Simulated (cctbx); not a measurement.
# Accept or mend?

Cell a = 4.3120 Å, b = 4.3120 Å, c = 10.9370 Å, α = 90.00°, β = 90.00°, γ = 120.00°; space group P6_3mc (no. 186). The compound is CdPb2.

The data are simulated with cctbx, not measured: Ag Kα, λ = 0.56087 Å, to d = 0.6 Å, 80 % of the full sphere, strongest reflection 5000 counts, noise from counting, a 1.5 % proportional error and a noise floor of 8 counts (s.d.); no absorption.

An anisotropic refinement with weights 1/σ² prints:

```text
Rint 0.044, 370 unique reflections to 0.60 A
cycle     R1     wR2    GooF  max shift (A)
   1  0.0287  0.0594   2.293   0.00057
   2  0.0260  0.0543   2.095   0.00000
final R1 0.0260 wR2 0.0543 GooF 2.095  parameters 9  data/parameter 41.1
atom        x        y        z      Ueq    occ   su(xyz)  su(Uiso or U11)
Pb1    0.00000  0.00000  0.49700   0.0042  1.000  0.00006  0.0002
Pb2    0.66667  0.33333  0.10057   0.0071  1.000  0.00005  0.0002
Cd1    0.66667  0.33333  0.79262   0.0074  1.000  0.00015  0.0003
difference map: max 1.16 min -1.19 rms 0.30
Q1    0.2820  0.5641  0.2164    6    1.25  0.92 A from Cd1
Q2    0.0773  0.1546  0.2327    6    1.22  2.02 A from Cd1
Q3    0.0252  0.5126  0.2372    6    1.04  1.30 A from Cd1
Q4    0.2815  0.5631  0.9935    6    1.02  2.10 A from Pb1
Q5    0.0738  0.1475  0.7631    6    0.98  2.29 A from Cd1
Q6    0.0411  0.2862  0.0951   12    0.87  1.58 A from Pb1
```

**Question.** Can this result stand? If not, what is the likely fault?

Mend it. The fault: anomalous dispersion left out. Against the right model at the same level, R1 goes from 0.0123 to 0.0260 and GooF from 0.98 to 2.10. No atom is wrong: without f′ and f″ the atoms near an edge get the wrong scattering power, which U and the scale absorb. The signs are weak, and the output alone doesn't single this fault out.

The compound is CdPb2. The right model at the same level gives:

```text
Rint 0.044, 370 unique reflections to 0.60 A
cycle     R1     wR2    GooF  max shift (A)
   1  0.0132  0.0271   1.047   0.00028
   2  0.0123  0.0253   0.976   0.00000
final R1 0.0123 wR2 0.0253 GooF 0.976  parameters 9  data/parameter 41.1
atom        x        y        z      Ueq    occ   su(xyz)  su(Uiso or U11)
Pb1    0.00000  0.00000  0.49702   0.0040  1.000  0.00003  0.0001
Pb2    0.66667  0.33333  0.10056   0.0069  1.000  0.00003  0.0001
Cd1    0.66667  0.33333  0.79260   0.0056  1.000  0.00007  0.0002
Flack x: 0.00(2)
Hooft y: -0.011(15)  Bijvoet pairs: 175
difference map: max 1.06 min -0.95 rms 0.27
Q1    0.0792  0.1585  0.2328    6    1.15  2.01 A from Cd1
Q2    0.2784  0.5567  0.2140    6    1.14  0.95 A from Cd1
Q3    0.0751  0.1502  0.7686    6    1.01  2.28 A from Cd1
Q4    0.2772  0.5544  0.9906    6    0.93  2.07 A from Pb1
Q5    0.0327  0.5164  0.2383    6    0.92  1.27 A from Cd1
Q6    0.2780  0.5560  0.7940    6    0.87  2.16 A from Pb2
```

Isotropic U is held between 0.0001 and 1 Å² by the program, and listed peak heights are interpolated, so they can pass the grid's maximum.

The model was made for the exercise: a known structure type with other elements put in, its volume estimated, not relaxed; displacement parameters are assumed.

[Middle refinement cycles are left out of these outputs.]

[Logs are printed without paths, hosts, clocks, repeated set-up lines and the standing remarks that a program may print on its own settings, such as how far it seeks lower states.]
